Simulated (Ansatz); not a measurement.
## SiC (P6_3mc): how ε∞ follows the gap

The empty bands of SiC (P6_3mc) are shifted up rigidly by Δ, and ε∞ along x is computed for each shift. x, y and z are the Cartesian axes of the input cell.

It takes space group P6_3mc (No. 186, hexagonal). Conventional cell: a = 3.076 Å, b = 3.076 Å, c = 5.048 Å, α = 90.00°, β = 90.00°, γ = 120.00°. Si on site b is surrounded by 4 C at 1.87 to 1.94 Å. C on site b is surrounded by 4 Si at 1.87 to 1.94 Å.

Method: Ansatz 0.2.0, PBE, independent particles, k-mesh 9×9×5 with interpolation inside its cells, Gaussian parameter 0.1 eV.

Launch of the response step: `ansatz run input.yaml --threads 4 --pin off --max-ram 8192MiB --backend cpu --events-out ev --progress --plain --runs-dir out`. The series took 1.7 min in all, on 4 threads of Arm Neoverse V1, on a shared host.

| Δ (eV) | ε∞ along x |
| --- | --- |
| 0.00 | 7.106 |
| 0.40 | 6.801 |
| 0.80 | ? |
| 1.20 | 6.276 |
| 1.60 | 6.050 |
| 2.00 | 5.842 |

With one effective transition at E₀ and fixed dipole strength, ε∞ − 1 = A/(E₀ + Δ), so 1/(ε∞ − 1) is linear in Δ.

Working, on the rows shown:

| x = Δ (eV) | y = 1/(ε∞ − 1) |
| --- | --- |
| 0 | 0.163773 |
| 0.4 | 0.172384 |
| 1.2 | 0.189538 |
| 1.6 | 0.19802 |
| 2 | 0.206526 |

Means: x̄ = 1.04, ȳ = 0.18605. Σ(x − x̄)(y − ȳ) = 0.05883, Σ(x − x̄)² = 2.752. Slope = 0.05883 / 2.752 = 0.02138; intercept = ȳ − slope · x̄ = 0.16382. Turned back into ε∞ along x, the line misses the rows shown by at most 0.0019.

Question: Predict the last column of the withheld row from the fit.

Answer: At x = 0.8 the line gives y = 0.18092, that is 6.527. The run gave 6.525, so the interpolation is off by 0.0024, 0.2 % of the range in the table.

Refitted with all rows, the slope is 0.02137 and the intercept 0.16383. These give E₀ = intercept/slope = 7.7 eV, far above the least direct gap of 4.12 eV: most of the screening comes from transitions well over the edge. Over the first step ε∞ falls by 11 % per eV. The measured fundamental gap is 3.33 eV (arxiv:2009.14696 (2020)), against 2.32 eV for the same gap here, so it asks for Δ = 1.01 eV, where the line gives ε∞ = 6.40. Excitons are left out and so are local fields; PBE gaps are as a rule too small.
